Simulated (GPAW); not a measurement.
# MoSi2As4 monolayer: work function by functional and basis

Aim: the work function of both faces of MoSi2As4 monolayer, and its spread over functionals and bases. Where a layer proves gapped, the work function hangs on where the smearing puts the Fermi level, and the band edges take its place.

Program: GPAW 26.7.0. Level of theory: GPAW, PAW setups; layer in a repeated cell with vacuum, relaxation of atoms and in-plane cell, in the first sound run; inputs show where later runs differ. Results are calculated unless marked as measured.

Most raw output is cut from this account.

### Step 1. The structure

The cell holds 7 atoms: 4 As, 2 Si and 1 Mo. Cell: a = 3.630 Å, b = 3.630 Å, c = 24.910 Å, α = 90.0°, β = 90.0°, γ = 120.0°. Vacuum lies along c.

### Step 2. Relaxation

The atoms are relaxed first, since the surface dipole, and with it the work function, follows the positions of the outer layers.

Input file run.py:

```python
import json
import numpy as np
from ase import Atoms
from ase.filters import FrechetCellFilter
from ase.optimize import BFGS
from gpaw import GPAW, PW

slab = Atoms(
    ['As', 'Si', 'As', 'Mo', 'As', 'Si', 'As'],
    positions=[
        [0.00000, 0.00000, 8.00000],
        [-0.00000, 2.09578, 8.76197],
        [-0.00000, 2.09578, 10.99197],
        [0.00000, 0.00000, 12.45513],
        [-0.00000, 2.09578, 13.91829],
        [-0.00000, 2.09578, 16.14829],
        [0.00000, 0.00000, 16.91026]],
    cell=[[3.63, 0.0, 0.0], [-1.815, 3.14367, 0.0], [0.0, 0.0, 24.9103]],
    pbc=[True, True, True])

slab.calc = GPAW(mode=PW(600), xc='PBE', kpts={'size': (9, 9, 1), 'gamma': True},
                 occupations={'name': 'fermi-dirac', 'width': 0.05}, nbands='200%',
                 convergence={'density': 1e-05}, maxiter=200,
                 symmetry={'tolerance': 1e-3}, txt='slab.txt')
result = {}
# The in-plane cell is free; stress needs a cell that repeats along all three vectors
path = []
opt = BFGS(FrechetCellFilter(slab, mask=[1, 1, 0, 0, 0, 1]), maxstep=0.2)
opt.attach(lambda: path.append((slab.get_potential_energy(), slab.positions.tolist(), slab.get_forces().tolist())))
result['relaxed'] = bool(opt.run(fmax=0.02, steps=45))
result['path'] = path
result['cell'] = slab.cell.tolist()
print('in-plane lattice', slab.cell.cellpar().round(4)[[0, 1, 5]])
energy = slab.get_potential_energy()
fermi = slab.calc.get_fermi_level()
v = slab.calc.get_electrostatic_potential().mean((0, 1)) - fermi
n = slab.calc.get_pseudo_density().mean((0, 1))
L = slab.cell[2, 2]
z = np.arange(len(v)) * L / len(v)
low, high = slab.positions[:, 2].min(), slab.positions[:, 2].max()
below, above = np.interp([low - 5.8, high + 5.8], z, v)
slopes = [np.interp(x, z, np.gradient(v, z)) for x in (low - 5.8, high + 5.8)]
eps = np.array([[slab.calc.get_eigenvalues(k, s) for k in range(len(slab.calc.get_ibz_k_points()))]
                for s in range(slab.calc.get_number_of_spins())]) - fermi
top, bottom = eps[eps < 0].max(), eps[eps > 0].min()
dipole = slab.get_dipole_moment()[2]
print(f'energy {energy:.4f} eV, Fermi level {fermi:.4f} eV, dipole {dipole:.5f} e A')
print(f'potential 5.8 A off the faces, from the Fermi level: lower {below:.4f} eV, upper {above:.4f} eV')
print(f'slope of the potential there: lower {slopes[0]:.5f}, upper {slopes[1]:.5f} eV/A')
print(f'nearest levels on the mesh: {top:.4f} and {bottom:.4f} eV')
print('magnetic moment', round(slab.get_magnetic_moment(), 3))
result.update(energy=energy, fermi=fermi, dipole=dipole, below=below, above=above, slopes=slopes, edges=[top, bottom],
              z=z.tolist(), v=v.tolist(), n=n.tolist(), positions=slab.positions.tolist(),
              forces=slab.get_forces(apply_constraint=False).tolist(), moments=slab.get_magnetic_moments().tolist())
json.dump(result, open('result.json', 'w'))
```

The run is started by

```bash
> OMP_NUM_THREADS=1 OPENBLAS_NUM_THREADS=1 python run.py
```

Wall time 55 min (1 thread of Arm Neoverse N1, shared host); peak memory 0.63 GiB.

This step gave:

| Item | Value |
| --- | --- |
| dipole along the normal | -9.92e-4 e·Å |
| levels nearest the Fermi level on the mesh | -0.3810, 0.3761 eV from the Fermi level |

The electrostatic potential energy of an electron (without an applied field's), less the Fermi level, planar mean oscillates, so the rows of the table below give means over windows of 1 Å about each position, cut where the curve ends. Its maxima inside the range that stand out by 2 % of the span (Å: eV): 8.1: -9.80, 9.8: 1.62, 11.7: -5.93, 13.2: -5.93, 15.1: 1.63, 16.8: -9.80. Its minima: 7.5: -14.9, 8.6: -11.8, 11.0: -13.5, 12.5: -17.2, 13.9: -13.5, 16.3: -11.8, 17.4: -14.9.

Electrostatic potential energy of an electron (without an applied field's), less the Fermi level, planar mean against z; means over each step:

| z (Å) | electrostatic potential energy of an electron (without an applied field's), less the Fermi level, planar mean (eV) |
| --- | --- |
| 0 | 4.59 |
| 1 | 4.59 |
| 2 | 4.59 |
| 3 | 4.59 |
| 4 | 4.58 |
| 5 | 4.52 |
| 6 | 3.59 |
| 7 | -6.52 |
| 8 | -11.6 |
| 9 | -5.94 |
| 10 | -0.141 |
| 11 | -10.4 |
| 12 | -10.8 |
| 13 | -9.88 |
| 14 | -10.2 |
| 15 | 0.310 |
| 16 | -7.00 |
| 17 | -11.9 |
| 18 | -5.01 |
| 19 | 3.82 |
| 20 | 4.54 |
| 21 | 4.59 |
| 22 | 4.59 |
| 23 | 4.59 |
| 24 | 4.59 |

The pseudo valence density, planar mean oscillates, so the rows of the table below give means over windows of 1 Å about each position, cut where the curve ends. Its maxima inside the range that stand out by 2 % of the span (Å: e/Å³): 7.1: 0.259, 8.0: 0.399, 10.6: 0.251, 12.5: 1.27, 14.4: 0.251, 17.0: 0.399, 17.8: 0.259. Its minima: 7.4: 0.183, 9.7: 0.130, 10.9: 0.171, 14.0: 0.171, 15.2: 0.130, 17.5: 0.183.

The pseudo valence density, planar mean by z; means over each step:

| z (Å) | pseudo valence density, planar mean (e/Å³) |
| --- | --- |
| 3 | 9.9e-6 |
| 4 | 1.6e-4 |
| 5 | 0.00269 |
| 6 | 0.0432 |
| 7 | 0.208 |
| 8 | 0.325 |
| 9 | 0.179 |
| 10 | 0.170 |
| 11 | 0.255 |
| 12 | 0.729 |
| 13 | 0.657 |
| 14 | 0.243 |
| 15 | 0.161 |
| 16 | 0.191 |
| 17 | 0.320 |
| 18 | 0.200 |
| 19 | 0.0336 |
| 20 | 0.00210 |
| 21 | 1.3e-4 |

The relaxation lowered the energy of the cell by 1.59 eV (energies extrapolated to zero smearing; the optimiser's log prints free energies). The largest force left on a free atom is 0.0061 eV/Å.

### Step 3. The slab's potential

The work function is the vacuum plateau of the electrostatic potential less the Fermi level; a dipole layer lets the two faces have plateaus of their own.

This step: GPAW, PAW setups; slab in vacuum (GPAW 26.7.0).

The cell differs from the one that the last finished run ended in (c 24.910 → 26.000 Å).

Edit run.py of step 2 so:

```diff
@@ -3,4 +3,2 @@
 from ase import Atoms
-from ase.filters import FrechetCellFilter
-from ase.optimize import BFGS
 from gpaw import GPAW, PW
@@ -10,25 +8,18 @@
     positions=[
-        [0.00000, 0.00000, 8.00000],
-        [-0.00000, 2.09578, 8.76197],
-        [-0.00000, 2.09578, 10.99197],
-        [0.00000, 0.00000, 12.45513],
-        [-0.00000, 2.09578, 13.91829],
-        [-0.00000, 2.09578, 16.14829],
-        [0.00000, 0.00000, 16.91026]],
-    cell=[[3.63, 0.0, 0.0], [-1.815, 3.14367, 0.0], [0.0, 0.0, 24.9103]],
-    pbc=[True, True, True])
+        [-0.00000, 0.00000, 8.00000],
+        [0.00000, 2.08460, 9.12704],
+        [0.00000, 2.08460, 11.50288],
+        [0.00000, 0.00000, 12.99980],
+        [0.00000, 2.08460, 14.49672],
+        [0.00000, 2.08460, 16.87256],
+        [-0.00000, 0.00000, 17.99960]],
+    cell=[[3.61064, -0.0, 0.0], [-1.80532, 3.1269, 0.0], [0.0, 0.0, 25.9996]],
+    pbc=[True, True, False])
 
-slab.calc = GPAW(mode=PW(600), xc='PBE', kpts={'size': (9, 9, 1), 'gamma': True},
+slab.calc = GPAW(mode=PW(400), xc='PBE', kpts={'size': (9, 9, 1), 'gamma': True},
                  occupations={'name': 'fermi-dirac', 'width': 0.05}, nbands='200%',
                  convergence={'density': 1e-05}, maxiter=200,
+                 poissonsolver={'dipolelayer': 'xy'},
                  symmetry={'tolerance': 1e-3}, txt='slab.txt')
 result = {}
-# The in-plane cell is free; stress needs a cell that repeats along all three vectors
-path = []
-opt = BFGS(FrechetCellFilter(slab, mask=[1, 1, 0, 0, 0, 1]), maxstep=0.2)
-opt.attach(lambda: path.append((slab.get_potential_energy(), slab.positions.tolist(), slab.get_forces().tolist())))
-result['relaxed'] = bool(opt.run(fmax=0.02, steps=45))
-result['path'] = path
-result['cell'] = slab.cell.tolist()
-print('in-plane lattice', slab.cell.cellpar().round(4)[[0, 1, 5]])
 energy = slab.get_potential_energy()
```

Run time: 2 min. Hardware: 1 thread; peak memory 0.25 GiB.

This step gave:

```
dipole along the normal                    : -1.35e-4 e·Å
levels nearest the Fermi level on the mesh : -0.3810, 0.3762 eV from the Fermi level
upper work function                        : 4.587 eV
lower work function                        : 4.587 eV
upper ionisation energy                    : 4.968 eV
```

Table of electrostatic potential energy of an electron (without an applied field's), less the Fermi level, planar mean by z:

z (Å), electrostatic potential energy of an electron (without an applied field's), less the Fermi level, planar mean (eV) and a bar from the least value:
```
      0.0        4.6 ##############################
      0.5        4.6 ##############################
      1.0        4.6 ##############################
      1.5        4.6 ##############################
      2.0        4.6 ##############################
      2.5        4.6 ##############################
      3.0        4.6 ##############################
      3.5        4.6 ##############################
      4.0        4.6 ##############################
      4.5        4.6 ##############################
      5.0        4.6 ##############################
      5.5        4.5 ##############################
      6.0        4.4 ##############################
      6.5        3.9 #############################
      7.0        2.0 ##########################
      7.5       -5.0 #################
      8.0      -14.8 ###
      8.5      -10.3 #########
      9.0      -11.7 ########
      9.5       -6.7 ##############
     10.0        0.3 ########################
     10.5        1.3 #########################
     11.0       -4.7 #################
     11.5      -13.4 #####
     12.0       -7.1 ##############
     12.5       -9.1 ###########
     13.0      -17.2 
     13.5       -9.1 ###########
     14.0       -7.1 ##############
     14.5      -13.4 #####
     15.0       -4.7 #################
     15.5        1.3 #########################
     16.0        0.3 ########################
     16.5       -6.7 ##############
     17.0      -11.7 ########
     17.5      -10.3 #########
     18.0      -14.8 ###
     18.5       -5.0 #################
     19.0        2.0 ##########################
     19.5        3.9 #############################
     20.0        4.4 ##############################
     20.5        4.5 ##############################
     21.0        4.6 ##############################
     21.5        4.6 ##############################
     22.0        4.6 ##############################
     22.5        4.6 ##############################
     23.0        4.6 ##############################
     23.5        4.6 ##############################
     24.0        4.6 ##############################
     24.5        4.6 ##############################
     25.0        4.6 ##############################
     25.5        4.6 ##############################
```

The pseudo valence density, planar mean oscillates, so the rows of the table below give means over windows of 1 Å about each position, cut where the curve ends. Its maxima inside the range that stand out by 2 % of the span (Å: e/Å³): 7.6: 0.264, 8.4: 0.394, 11.0: 0.252, 13.0: 1.27, 14.9: 0.252, 17.5: 0.394, 18.4: 0.264. Its minima: 8.0: 0.189, 10.2: 0.130, 11.5: 0.171, 14.5: 0.171, 15.8: 0.130, 18.0: 0.189.

Table of pseudo valence density, planar mean by z; means over each step:

z (Å), pseudo valence density, planar mean (e/Å³) and a bar:
```
        4       0.00 
        5       0.00 
        6       0.01 
        7       0.12 ####
        8       0.26 ########
        9       0.28 #########
       10       0.15 #####
       11       0.20 #######
       12       0.37 ############
       13       0.94 ##############################
       14       0.37 ############
       15       0.20 #######
       16       0.15 #####
       17       0.28 #########
       18       0.26 ########
       19       0.12 ####
       20       0.01 
       21       0.00 
       22       0.00
```

The layer is gapped, so the Fermi level lies somewhere inside the gap, set by smearing and numerics, and these work functions are no property of the material; the band edges below the vacuum level are. The potential is flat to 5.2e-5 eV/Å where it is read, so the vacuum is wide enough.

### Step 4. Self-consistent run: xc = "RPBE"

The same geometry under RPBE, to see how far the functional moves the levels against the vacuum.

Edit run.py of step 3 so:

```diff
@@ -18,3 +18,3 @@
 
-slab.calc = GPAW(mode=PW(400), xc='PBE', kpts={'size': (9, 9, 1), 'gamma': True},
+slab.calc = GPAW(mode=PW(400), xc='RPBE', kpts={'size': (9, 9, 1), 'gamma': True},
                  occupations={'name': 'fermi-dirac', 'width': 0.05}, nbands='200%',
```

The job ended after 2 min (1 thread; peak memory 0.25 GiB).

This step gave:

| Property | Result |
| --- | --- |
| dipole along the normal | -1.33e-4 e·Å |
| levels nearest the Fermi level on the mesh | -0.3793, 0.3762 eV from the Fermi level |
| upper work function | 4.485 eV |
| lower work function | 4.485 eV |
| upper ionisation energy | 4.864 eV |

The electrostatic potential energy of an electron (without an applied field's), less the Fermi level, planar mean oscillates, so the rows of the table below give means over windows of 1 Å about each position, cut where the curve ends. Its maxima inside the range that stand out by 2 % of the span (Å: eV): 8.7: -9.89, 10.3: 1.50, 12.2: -6.08, 13.8: -6.08, 15.7: 1.50, 17.3: -9.89. Its minima: 8.0: -15.1, 9.1: -11.9, 11.5: -13.5, 13.0: -17.2, 14.5: -13.5, 16.9: -11.9, 18.0: -15.1.

The electrostatic potential energy of an electron (without an applied field's), less the Fermi level, planar mean by z; means over each step:

z (Å), electrostatic potential energy of an electron (without an applied field's), less the Fermi level, planar mean (eV) and a bar from the least value:
```
        0        4.5 ##############################
        1        4.5 ##############################
        2        4.5 ##############################
        3        4.5 ##############################
        4        4.5 ##############################
        5        4.5 ##############################
        6        4.3 ##############################
        7        1.0 ########################
        8      -11.9 ###
        9      -10.4 ######
       10       -0.9 #####################
       11       -5.5 ##############
       12       -8.9 ########
       13      -13.9 
       14       -8.9 ########
       15       -5.5 ##############
       16       -0.9 #####################
       17      -10.4 ######
       18      -11.9 ###
       19        1.0 ########################
       20        4.3 ##############################
       21        4.5 ##############################
       22        4.5 ##############################
       23        4.5 ##############################
       24        4.5 ##############################
       25        4.5 ##############################
```

The pseudo valence density, planar mean oscillates, so the rows of the table below give means over windows of 1 Å about each position, cut where the curve ends. Its maxima inside the range that stand out by 2 % of the span (Å: e/Å³): 7.6: 0.263, 8.4: 0.393, 11.0: 0.251, 13.0: 1.27, 14.9: 0.251, 17.5: 0.393, 18.4: 0.263. Its minima: 8.0: 0.189, 10.2: 0.130, 11.5: 0.171, 14.5: 0.171, 15.8: 0.130, 18.0: 0.189.

Pseudo valence density, planar mean against z; means over each step:

| z (Å) | pseudo valence density, planar mean (e/Å³) |
| --- | --- |
| 4 | 3.9e-5 |
| 5 | 6.3e-4 |
| 6 | 0.00959 |
| 7 | 0.122 |
| 8 | 0.263 |
| 9 | 0.278 |
| 10 | 0.148 |
| 11 | 0.205 |
| 12 | 0.366 |
| 13 | 0.936 |
| 14 | 0.366 |
| 15 | 0.205 |
| 16 | 0.148 |
| 17 | 0.278 |
| 18 | 0.263 |
| 19 | 0.122 |
| 20 | 0.00958 |
| 21 | 6.2e-4 |
| 22 | 3.9e-5 |

Force by atom:

| atom | x (eV/Å) | y (eV/Å) | z (eV/Å) | size |
| --- | --- | --- | --- | --- |
| As1 | 0.000 | 0.000 | -0.137 | 0.137 |
| Si2 | 0.000 | 0.000 | 0.010 | 0.010 |
| As3 | 0.000 | 0.000 | -0.068 | 0.068 |
| Mo4 | 0.000 | 0.000 | 0.000 | 0.000 |
| As5 | 0.000 | 0.000 | 0.068 | 0.068 |
| Si6 | 0.000 | 0.000 | -0.010 | 0.010 |
| As7 | 0.000 | 0.000 | 0.137 | 0.137 |

The highest filled level lies 0.379 eV under the Fermi level, so the ionisation energy from the upper face is 4.485 + 0.379 = 4.864 eV, against 4.968 eV in the base run.

### Step 5. OptPBE vdW: xc = "optPBE-vdW"

The same geometry under optPBE-vdW, to see how far the functional moves the levels against the vacuum (the van der Waals functionals take revPBE setups).

Edit run.py of step 4 so:

```diff
@@ -18,3 +18,3 @@
 
-slab.calc = GPAW(mode=PW(400), xc='RPBE', kpts={'size': (9, 9, 1), 'gamma': True},
+slab.calc = GPAW(mode=PW(400), xc='optPBE-vdW', kpts={'size': (9, 9, 1), 'gamma': True},
                  occupations={'name': 'fermi-dirac', 'width': 0.05}, nbands='200%',
```

Elapsed: 2.4 min, on 1 thread; peak memory 0.45 GiB.

Numbers from this step:

* levels nearest the Fermi level on the mesh: -0.3843, 0.3767 eV from the Fermi level
* upper work function: 4.813 eV
* lower work function: 4.813 eV
* upper ionisation energy: 5.197 eV

The highest filled level lies 0.384 eV under the Fermi level, so the ionisation energy from the upper face is 4.813 + 0.384 = 5.197 eV, against 4.968 eV in the base run.

### Step 6. Self-consistent run: xc = "vdW-DF2"

The same geometry under vdW-DF2, to see how far the functional moves the levels against the vacuum (the van der Waals functionals take revPBE setups).

Edit run.py of step 5 so:

```diff
@@ -18,3 +18,3 @@
 
-slab.calc = GPAW(mode=PW(400), xc='optPBE-vdW', kpts={'size': (9, 9, 1), 'gamma': True},
+slab.calc = GPAW(mode=PW(400), xc='vdW-DF2', kpts={'size': (9, 9, 1), 'gamma': True},
                  occupations={'name': 'fermi-dirac', 'width': 0.05}, nbands='200%',
```

Elapsed: 3.2 min, on 1 thread; peak memory 0.45 GiB.

This step gave:

```
levels nearest the Fermi level on the mesh : -0.3074, 0.2632 eV from the Fermi level
upper work function                        : 5.027 eV
lower work function                        : 5.027 eV
upper ionisation energy                    : 5.335 eV
```

The highest filled level lies 0.307 eV under the Fermi level, so the ionisation energy from the upper face is 5.027 + 0.307 = 5.335 eV, against 4.968 eV in the base run.

### Step 7. Self-consistent run: xc = "LDA"

The same geometry under LDA, to see how far the functional moves the levels against the vacuum.

Edit run.py of step 6 so:

```diff
@@ -18,3 +18,3 @@
 
-slab.calc = GPAW(mode=PW(400), xc='vdW-DF2', kpts={'size': (9, 9, 1), 'gamma': True},
+slab.calc = GPAW(mode=PW(400), xc='LDA', kpts={'size': (9, 9, 1), 'gamma': True},
                  occupations={'name': 'fermi-dirac', 'width': 0.05}, nbands='200%',
```

Elapsed: 1.9 min, on 1 thread; peak memory 0.25 GiB.

Numbers from this step:

| Quantity | Value |
| --- | --- |
| dipole along the normal | -1.39e-4 e·Å |
| levels nearest the Fermi level on the mesh | -0.3846, 0.3743 eV from the Fermi level |
| upper work function | 4.849 eV |
| lower work function | 4.849 eV |
| upper ionisation energy | 5.234 eV |

The electrostatic potential energy of an electron (without an applied field's), less the Fermi level, planar mean oscillates, so the rows of the table below give means over windows of 1 Å about each position, cut where the curve ends. Its maxima inside the range that stand out by 2 % of the span (Å: eV): 8.7: -9.51, 10.3: 1.87, 12.2: -5.68, 13.8: -5.68, 15.7: 1.87, 17.3: -9.51. Its minima: 8.0: -14.7, 9.1: -11.6, 11.5: -13.1, 13.0: -16.9, 14.5: -13.1, 16.9: -11.6, 18.0: -14.7.

Table of electrostatic potential energy of an electron (without an applied field's), less the Fermi level, planar mean by z; means over each step:

| z (Å) | electrostatic potential energy of an electron (without an applied field's), less the Fermi level, planar mean (eV) |
| --- | --- |
| 0 | 4.85 |
| 1 | 4.85 |
| 2 | 4.85 |
| 3 | 4.85 |
| 4 | 4.85 |
| 5 | 4.84 |
| 6 | 4.64 |
| 7 | 1.40 |
| 8 | -11.5 |
| 9 | -10.0 |
| 10 | -0.501 |
| 11 | -5.10 |
| 12 | -8.51 |
| 13 | -13.5 |
| 14 | -8.51 |
| 15 | -5.10 |
| 16 | -0.505 |
| 17 | -10.0 |
| 18 | -11.5 |
| 19 | 1.41 |
| 20 | 4.64 |
| 21 | 4.84 |
| 22 | 4.85 |
| 23 | 4.85 |
| 24 | 4.85 |
| 25 | 4.85 |

The highest filled level lies 0.385 eV under the Fermi level, so the ionisation energy from the upper face is 4.849 + 0.385 = 5.234 eV, against 4.968 eV in the base run.

(Part 1 of 2 ends here.)

[Logs are printed without paths, hosts, clocks, repeated set-up lines and the standing remarks that a program may print on its own settings, such as how far it seeks lower states.]

[Hosts, paths, dates, database ids (printed as entryN), source tags and the programs' standing remarks are cut or masked in the printed files.]
